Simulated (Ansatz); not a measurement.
# AlNi (Pm-3m): thermal expansion from first principles

Aim: the lattice, expansion, heat capacity and bulk modulus of AlNi as it warms.

Measurements to reproduce:
- heat capacity C_P per formula unit 45.9 J/mol/K near room temperature (given in “High-Throughput Prediction of Finite-Temperature Properties using the Quasi-Harmonic Approximation”, 2016, arXiv:1603.06924)

Program: Ansatz 0.2.0. Level of theory: DFT LDA, scalar-relativistic, plane waves, PAW, in the first sound run; inputs show where later runs differ. Results are calculated unless marked as measured.

The database entry behind the starting cell differs from later determinations by our own check (about 0.2 % short), so it need not match the best structure at ambient conditions.

### 1. The starting structure

It takes space group Pm-3m (No. 221, cubic). Conventional cell: a = 2.881 Å, b = 2.881 Å, c = 2.881 Å, α = 90.00°, β = 90.00°, γ = 90.00°. Nearest to Al lie 8 Ni at 2.50 Å. Nearest to Ni lie 8 Al at 2.50 Å. Farther neighbours are not listed.

### 2. A first coarse run

Before spending time, one coarse run tells the gap and the pressure of the starting cell.

input.yaml reads:

```yaml
crystal:
  lattice:
    - [2.881, 0.0, 0.0]
    - [0.0, 2.881, 0.0]
    - [0.0, 0.0, 2.881]
  atoms:
    - { symbol: Al, position: [0.0, 0.0, 0.0] }
    - { symbol: Ni, position: [0.5, 0.5, 0.5] }
kpoints:
  mp_grid: { grid: [6, 6, 6] }
hamiltonian:
  xc: lda
scf:
  occupations: { method: gaussian, width: 0.1 }
  lower_state_search: "off"
output:
  forces: true
  stress: true
  eigenvalues: true
```

Launch:

```console
> ansatz run input.yaml --threads 8 --pin off --max-ram 16384MiB --backend cpu --events-out ev --progress --plain --runs-dir out
```

Numbers of over 12 decimals in the logs are rounded to 6 here.

Output:

```text
Engine: ansatz 0.2.0, aarch64-unknown-linux-gnu
Pseudopotentials: kind: paw
Pseudopotential: Al, paw, valence charge 3, recommended cutoff 420 eV (normal), Al.paw.azcp
Pseudopotential: Ni, paw, valence charge 18, recommended cutoff 420 eV (normal), Ni.paw.azcp
Functional definition: SPW92
  exchange = slater_x
  correlation = pw_c
Crystal: 2 atoms, lattice volume = 23.913 Å³
Basis set: ecut = 420 eV, 461 PW (Γ)
Bands: 15, of which v1, the nominal top of the filled ones, is band 11 counted from 1 (10 counted from 0)
Symmetry: 48 space group operations
Space group: Pm-3m (ITA 221), of the structure as read, at distance tolerance 2.9e-5 Å
k-points: 20 of 216
Non-local potential: Al, projectors of the file, l = 0: 2, l = 1: 2, l = 2: 1
Non-local potential: Ni, projectors of the file, l = 0: 3, l = 1: 2, l = 2: 3, l = 3: 1
PAW form: soft (Blöchl's): semilocal exchange-correlation on the pseudo side does not see the compensation charge
PAW frozen core: Al, regenerated for the run's functional, and the local potential with it (the file was generated under x = pbe(κ = 0.804, μ = 0.219515), c = pbe(β = 0.066725))
PAW frozen core: Ni, regenerated for the run's functional, and the local potential with it (the file was generated under x = pbe(κ = 0.804, μ = 0.219515), c = pbe(β = 0.066725))
PAW one-centre angular grid: Al, 110 points (default); XC on 64 Gauss nodes
PAW one-centre angular grid: Ni, 590 points (default); XC on 64 Gauss nodes
Initial density: superposition of atomic densities (neutral atoms: chi_scale 0, normalization atom), corrected by the library's trained network
Initial wavefunctions: pseudopotential atomic-orbital guess
Functional: x = slater, c = lda
SCF iter   1: F=—  HF=-6287.609452 eV  |F-HF|=—  |Δ(HF+E_count)|=         —  Δρ=1.58e-2  dr2=2.69e-2  ethr=1.77e-3  ⟨swp⟩=4.8  Hψ=1385  notcnv=0
preconditioner: auto → none  [insulator: Δε(μ)=0.301 eV  Ē_g=9.658 eV  σ=0.100 eV  W_gap=0.59  n_scr=6 (ndim 8)  ℏωp=27.4 eV  f_vac=0.000  D(μ)=1.48/eV (n_scr^D=18)  ε∞_Penn≈9.0]
SCF iter   2: F=—  HF=-6287.604947 eV  |F-HF|=—  |Δ(HF+E_count)|=   4.50e-3  Δρ=2.43e-3  dr2=6.29e-4  ethr=1.28e-4  ⟨swp⟩=2.9  Hψ=650  notcnv=0  defer=5
SCF iter   3: F=—  HF=-6287.604884 eV  |F-HF|=—  |Δ(HF+E_count)|=   6.33e-5  Δρ=9.48e-4  dr2=8.86e-5  ethr=2.99e-6  ⟨swp⟩=1.1  Hψ=296  notcnv=0  defer=5
SCF iter   4: F=—  HF=-6287.604897 eV  |F-HF|=—  |Δ(HF+E_count)|=   1.29e-5  Δρ=4.62e-5  dr2=4.03e-7  ethr=4.22e-7  ⟨swp⟩=1.9  Hψ=388  notcnv=0  defer=5
iter 5 did not close the SCF: its close was put off for the readings that it lacked (scf_convergence_deferred on its scf_iter line)
SCF iter   5: F=-6287.604897 eV  HF=-6287.604897 eV  |F-HF|=1.09e-8  |Δ(HF+E_count)|=   8.18e-8  Δρ=6.66e-6  dr2=5.01e-9  ethr=1.92e-9  ⟨swp⟩=2.4  Hψ=497  notcnv=0  defer=5
SCF iter   6: F=-6287.604897 eV  HF=-6287.604897 eV  |F-HF|=0.00e0  |Δ(HF+E_count)|=   1.86e-9  Δρ=3.67e-7  dr2=1.49e-11  ethr=2.38e-11  ⟨swp⟩=3.1  Hψ=1020  notcnv=0
SCF 1 converged in 6 iterations: F = -6287.604897 eV  dr2 = 1.49e-11
  greatest PAW one-centre occupation: 1.002 electrons in one spin orbital (limit 2), on the Ni atom at site 1 (counted from 0), in its partial waves of l = 1
SCF converged after 6 iterations
Free energy (F): -6287.604897 eV
Harris-Foulkes:  -6287.604897 eV  (|F-HF|=0.00e0)
Internal energy: -6287.597459 eV  (E = F + TS)
E sigma→0 (E₀):  -6287.601178 eV
Entropy (-TS):   -0.007438 eV (-3.719 meV/atom)
Fermi energy:    13.683980 eV
--- Per-component energies (eV) ---
  E_band       = -339.731816
  E_kinetic    = 311.865033
  E_local      = -4450.482773  (includes V_loc(G=0)·N_el)
  E_nonlocal   = 651.328817
  E_hartree    = 1911.999177
  E_xc         = -125.653310
  E_vxc        = -141.054570  (∫ρ·V_xc dr)
  E_paw        = -2009.530281  (= ΣΔE_a)
  E_vpaw       = -535.386855  (= ΣTr[D̂ρ^β])
  E_aug_tail   = 0.000417  (compensation charges beyond the density's cutoff)
  E_ewald      = -2577.614375
  E_core_change = 0.489837  (= ΣΔE_core)
  E_smearing   = -0.007438  (= −TS)
  E_closure    = -0.000000  (closes the sum)
  Σ components = -6287.604897   (vs F -6287.604897, Δ=0.00e0)
--- Forces (eV/Å), atoms counted from 1 ---
  atom   1  Al    -0.00000000     0.00000000     0.00000000
  atom   2  Ni     0.00000000     0.00000000     0.00000000
  max |Σ_I F_I| component: 2.94e-29 eV/Å
--- Stress (GPa, compression-positive) ---
       -8.226552       0.000000       0.000000
        0.000000      -8.226552       0.000000
        0.000000       0.000000      -8.226552
  P = ⅓ Tr σ = -8.2266 GPa (-82.266 kbar)
--- Band table (eV; the first three rows and the last of 20) ---
  k-point 0: bands = [... 7 lower, 12.0727, 12.0727, 12.0727, 19.0971, 19.0971, 19.0971, 21.8228, 21.8228]
  k-point 1: bands = [... 7 lower, 11.8731, 11.8731, 12.0952, 16.0349, 19.7478, 19.7478, 21.8493, 24.2346]
  k-point 2: bands = [... 7 lower, 11.5222, 11.5222, 12.1404, 13.4698, 21.4651, 21.4651, 21.9150, 26.1019]
  k-point 19: bands = [... 7 lower, 12.6314, 12.6314, 15.6377, 15.6377, 15.6377, 17.2303, 18.1413, 18.1413]
```

Run time: 1 s. Hardware: 8 threads of Arm Neoverse V2, shared host; peak memory 0.41 GiB; 1.5 s of CPU time.

The column dr2 measures how far the density is from self-consistency, as an energy; F and HF (Harris–Foulkes) agree once it is small.

This run has no spin polarisation, although Ni can carry a moment.

This step gave:

```
pressure          : -8.227 GPa
volume per atom   : 11.96 Å³/atom
gap on the k-mesh : 0 eV
```

The start is under -8.2 GPa at this level and looks like a metal on this mesh.

### 3. A loose first relaxation

The start is far from rest, so a relaxation with loose thresholds first brings it near the minimum.

input.yaml: that of step 2 with these lines changed.

```diff
@@ -9,3 +9,3 @@
 kpoints:
-  mp_grid: { grid: [6, 6, 6] }
+  mp_grid: { grid: [8, 8, 8] }
 hamiltonian:
@@ -19 +19,6 @@
   eigenvalues: true
+relax:
+  adjacent_minimum: "off"
+  f_tol: 0.05
+  max_steps: 80
+  cell: { stress_tol: 0.5 }
```

Output:

```text
[...]
Crystal: 2 atoms, lattice volume = 23.913 Å³
Basis set: ecut = 420 eV, 461 PW (Γ)
Bands: 15, of which v1, the nominal top of the filled ones, is band 11 counted from 1 (10 counted from 0)
Symmetry: 48 space group operations
[...]
k-points: 35 of 512
[...]
SCF iter   1: F=—  HF=-6287.631385 eV  |F-HF|=—  |Δ(HF+E_count)|=         —  Δρ=1.38e-2  dr2=1.93e-2  ethr=1.77e-3  ⟨swp⟩=4.8  Hψ=2409  notcnv=0
[...]
SCF iter   6: F=-6287.627781 eV  HF=-6287.627781 eV  |F-HF|=4.55e-12  |Δ(HF+E_count)|=   1.93e-9  Δρ=3.90e-7  dr2=1.99e-11  ethr=1.87e-11  ⟨swp⟩=3.4  Hψ=1840  notcnv=0
SCF 1 converged in 6 iterations: F = -6287.627781 eV  dr2 = 1.99e-11
[...]
relax step   1: F+E_penalty+E_count = -6287.62778117 eV  Δ(F+E_penalty+E_count) = +0.000e0 eV  max|allowed force component| = 8.046e-29 eV/Å  Δτ_max = 0.0000 Å  P = -8.364 GPa  Ω = 23.913 Å³  (6 SCF iters, dr2 threshold 1.00e-7 eV, accepted)
Crystal: 2 atoms, lattice volume = 23.184 Å³
[...]
iter 1 solved again at ethr=1.31e-5 eV; its pass at ethr=3.10e-3 eV (dr2=2.76e-3 eV) is discarded
[...]
SCF iter   6: F=-6287.655257 eV  HF=-6287.655257 eV  |F-HF|=1.00e-11  |Δ(HF+E_count)|=  9.37e-11  Δρ=1.95e-7  dr2=4.29e-12  ethr=1.00e-12  ⟨swp⟩=1.1  Hψ=1593  notcnv=0
SCF 2 converged in 6 iterations: F = -6287.655257 eV  dr2 = 4.29e-12
relax step   2: F+E_penalty+E_count = -6287.65525748 eV  Δ(F+E_penalty+E_count) = -2.748e-2 eV  max|allowed force component| = 8.447e-30 eV/Å  Δτ_max = 0.0000 Å  P = -3.399 GPa  Ω = 23.184 Å³  energy of the carried Pulay correction = +4.184e-4 eV  (6 SCF iters, dr2 threshold 2.00e-7 eV, accepted)
Crystal: 2 atoms, lattice volume = 22.711 Å³
[...]
SCF iter   6: F=-6287.660204 eV  HF=-6287.660204 eV  |F-HF|=1.00e-11  |Δ(HF+E_count)|=  5.73e-11  Δρ=1.73e-7  dr2=3.24e-12  ethr=1.00e-12  ⟨swp⟩=1.1  Hψ=1565  notcnv=0
SCF 3 converged in 6 iterations: F = -6287.660204 eV  dr2 = 3.24e-12
relax step   3: F+E_penalty+E_count = -6287.66020438 eV  Δ(F+E_penalty+E_count) = -4.947e-3 eV  max|allowed force component| = 4.676e-30 eV/Å  Δτ_max = 0.0000 Å  P = +0.309 GPa  Ω = 22.711 Å³  energy of the carried Pulay correction = +6.975e-4 eV  (6 SCF iters, dr2 threshold 2.00e-7 eV, accepted)
[...]
SCF iter   6: F=-6287.659656 eV  HF=-6287.659656 eV  |F-HF|=0.00e0  |Δ(HF+E_count)|=  9.09e-13  Δρ=8.03e-9  dr2=3.16e-15  ethr=1.00e-12  ⟨swp⟩=2.0  Hψ=1354  notcnv=0
SCF 4 converged in 6 iterations: F = -6287.659656 eV  dr2 = 3.16e-15
relax step   4: F+E_penalty+E_count = -6287.65965602 eV  Δ(F+E_penalty+E_count) = +5.484e-4 eV  max|allowed force component| = 7.412e-30 eV/Å  Δτ_max = 0.0000 Å  P = +0.275 GPa  Ω = 22.711 Å³  stress off target by 2.75e-1 GPa  SCF on the basis re-selected at this cell (its energy is not comparable with the rows above)  (6 SCF iters)
basis re-selected at this cell: Δ(F+E_penalty+E_count) = +5.484e-4 eV, ΔP = -0.034 GPa vs the last step (what re-selecting the basis moved, of the pressure what is left beyond the Pulay correction that the steps carried, after the strain that the cell walked since its last selection, with what the two solves' SCF thresholds leave and, on support functions, any second-order correction that the steps lacked; it is no m [...]
SCF converged after 6 iterations
Free energy (F): -6287.659656 eV
[...]
Internal energy: -6287.653798 eV  (E = F + TS)
E sigma→0 (E₀):  -6287.656727 eV
Entropy (-TS):   -0.005858 eV (-2.929 meV/atom)
Fermi energy:    14.476038 eV
[...]
--- Stress (GPa, compression-positive) ---
        0.275425       0.000000       0.000000
        0.000000       0.275425       0.000000
       -0.000000       0.000000       0.275425
  P = ⅓ Tr σ = 0.2754 GPa (2.754 kbar)
--- Band table (eV; the first three rows and the last of 35) ---
  k-point 0: bands = [... 7 lower, 12.8821, 12.8821, 12.8821, 20.2206, 20.2206, 20.2206, 22.8909, 22.8909]
  k-point 1: bands = [... 7 lower, 12.7541, 12.7541, 12.8964, 18.0065, 20.6069, 20.6069, 22.8930, 24.7933]
  k-point 2: bands = [... 7 lower, 12.4724, 12.4724, 12.9312, 15.4361, 21.6683, 21.6683, 22.8984, 26.5882]
  k-point 34: bands = [... 7 lower, 13.4884, 13.4884, 16.4955, 16.4955, 16.4955, 18.5953, 19.2785, 19.2785]
--- Relaxed structure (3 steps of the walk, 3 accepted, 1 SCFs on fresh bases) ---
  F+E_penalty+E_count = -6287.65965602 eV   max|allowed force component| = 7.412e-30 eV/Å   (the final SCF, on the basis selected at the relaxed cell)
  cell:  # Å, volume = 22.7108 Å³
    - [2.831896, 0, 0.0]
    - [0, 2.831896, 0.0]
    - [0, 0.0, 2.831896]
  atoms:
    - { symbol: Al, position: [0, 0, 0] }
    - { symbol: Ni, position: [0.5, 0.5, 0.5] }
```

It took 0.84 s on 8 threads; peak memory 0.43 GiB; 3.7 s of CPU time.

Relaxation path:

| step | energy less that of the first step (eV) | largest force component (eV/Å) | pressure (GPa) | volume (Å³) |
| --- | --- | --- | --- | --- |
| 1 | 0.0000 | 0.0000 | -8.36 | 23.91 |
| 2 | -0.0275 | 0.0000 | -3.40 | 23.18 |
| 3 | -0.0324 | 0.0000 | 0.31 | 22.71 |
| 4* | -0.0319 | 0.0000 | 0.28 | 22.71 |

Relaxation steps marked * repeat the geometry before them on a plane-wave basis chosen anew for their cell, so energy and pressure can jump there.

The run keeps the 48 symmetry operations that it works with, so distortions that break them were not tested.

| conventional cell, symmetrised | before | after | change |
| --- | --- | --- | --- |
| a (Å) | 2.881 | 2.832 | -1.7 % |
| b (Å) | 2.881 | 2.832 | -1.7 % |
| c (Å) | 2.881 | 2.832 | -1.7 % |
| volume (Å³/atom) | 11.96 | 11.36 | -5.0 % |

The relaxed structure:

```xyz
2
Lattice="2.8319 0.0000 0.0000 0.0000 2.8319 0.0000 0.0000 0.0000 2.8319" Properties=species:S:1:pos:R:3 pbc="T T T"
Al    0.0000    0.0000    0.0000
Ni    1.4159    1.4159    1.4159
```

Numbers from this step:

```
pressure        : 0.2754 GPa
volume per atom : 11.36 Å³/atom
```

The relaxation ends with a pressure of 0.28 GPa.

### 4. Finding the static equilibrium

The vibrations must be taken about the equilibrium of this functional, not about the starting cell, so the structure is relaxed.

input.yaml, the sections that differ from step 3:

```yaml
crystal:
  lattice:
    - [2.8318957033, 0.0, 0.0]
    - [0.0, 2.8318957033, 0.0]
    - [0.0, 0.0, 2.8318957033]
  atoms:
    - { symbol: Al, position: [0.0, 0.0, 0.0] }
    - { symbol: Ni, position: [0.5, 0.5, 0.5] }
kpoints:
  mp_grid: { grid: [14, 14, 14] }
relax:
  adjacent_minimum: "off"
  f_tol: 0.005
  max_steps: 80
  cell: { stress_tol: 0.05 }
# hamiltonian, scf, output: as in step 3
```

Output:

```text
[...]
Crystal: 2 atoms, lattice volume = 22.711 Å³
Basis set: ecut = 420 eV, 461 PW (Γ)
Bands: 15, of which v1, the nominal top of the filled ones, is band 11 counted from 1 (10 counted from 0)
Symmetry: 48 space group operations
[...]
k-points: 120 of 2744
[...]
k-point 119: bands = [... 7 lower, 13.4770, 13.4770, 16.4833, 16.4833, 16.4833, 18.5709, 19.2610, 19.2610]
--- Relaxed structure (3 steps of the walk, 3 accepted, 1 SCFs on fresh bases) ---
[...]
cell:  # Å, volume = 22.7281 Å³
    - [2.832617, 0, 0]
    - [0, 2.832617, 0.0]
    - [0, 0.0, 2.832617]
  atoms:
    - { symbol: Al, position: [0, 0, 0] }
    - { symbol: Ni, position: [0.5, 0.5, 0.5] }
[key lines of the parts left out:]
SCF converged after 7 iterations
Free energy (F): -6287.664166 eV
Fermi energy:    14.507679 eV
P = ⅓ Tr σ = 0.0010 GPa (0.010 kbar)
```

It took 1.5 s on 8 threads; peak memory 0.49 GiB.

Little changed from the start: no atom moved by 0.005 Å and no cell edge by 0.1 %.

Numbers from this step:

```
pressure : 0.001003 GPa
```

### 5. Tight relaxation

The thresholds are tightened for a last relaxation ahead of the phonons, and where mesh or smearing change with them the cell follows.

input.yaml reads:

```yaml
crystal:
  lattice:
    - [2.8326165067, 0.0, 0.0]
    - [0.0, 2.8326165067, 0.0]
    - [0.0, 0.0, 2.8326165067]
  atoms:
    - { symbol: Al, position: [0.0, 0.0, 0.0] }
    - { symbol: Ni, position: [0.5, 0.5, 0.5] }
kpoints:
  mp_grid: { grid: [16, 16, 16] }
hamiltonian:
  xc: lda
scf:
  occupations: { method: methfessel_paxton, width: 0.2 }
  lower_state_search: "off"
output:
  forces: true
  stress: true
  eigenvalues: true
relax:
  adjacent_minimum: "off"
  f_tol: 0.001
  max_steps: 60
  cell: { stress_tol: 0.01 }
```

Output:

```text
[...]
Crystal: 2 atoms, lattice volume = 22.728 Å³
Basis set: ecut = 420 eV, 461 PW (Γ)
Bands: 15, of which v1, the nominal top of the filled ones, is band 11 counted from 1 (10 counted from 0)
Symmetry: 48 space group operations
[...]
k-points: 165 of 4096
[...]
k-point 164: bands = [... 7 lower, 13.4873, 13.4873, 16.4899, 16.4899, 16.4899, 18.5795, 19.2704, 19.2704]
--- Relaxed structure (3 steps of the walk, 3 accepted, 1 SCFs on fresh bases) ---
[...]
cell:  # Å, volume = 22.7198 Å³
    - [2.832273, 0, 0]
    - [0, 2.832273, 0]
    - [0, 0, 2.832273]
  atoms:
    - { symbol: Al, position: [0, 0, 0] }
    - { symbol: Ni, position: [0.500000, 0.500000, 0.500000] }
[key lines of the parts left out:]
SCF converged after 4 iterations
Free energy (F): -6287.664204 eV
Fermi energy:    14.539927 eV
P = ⅓ Tr σ = 0.0009 GPa (0.009 kbar)
```

Wall time 1.6 s (8 threads); peak memory 0.52 GiB; 9.3 s of CPU time.

Little changed from the start: no atom moved by 0.005 Å and no cell edge by 0.1 %.

This step gave:

```yaml
pressure: 9.41e-4 GPa
```

The residual pressure is 9.4e-4 GPa, small enough for phonons.

(Part 1 of 4 ends here.)

[Logs are printed without paths, hosts, clocks, repeated set-up lines and the standing remarks that a program may print on its own settings, such as how far it seeks lower states.]

[Hosts, paths, dates, database ids (printed as entryN), source tags and the programs' standing remarks are cut or masked in the printed files.]

[A step with changed settings may run another functional than the one named; its input shows which.]
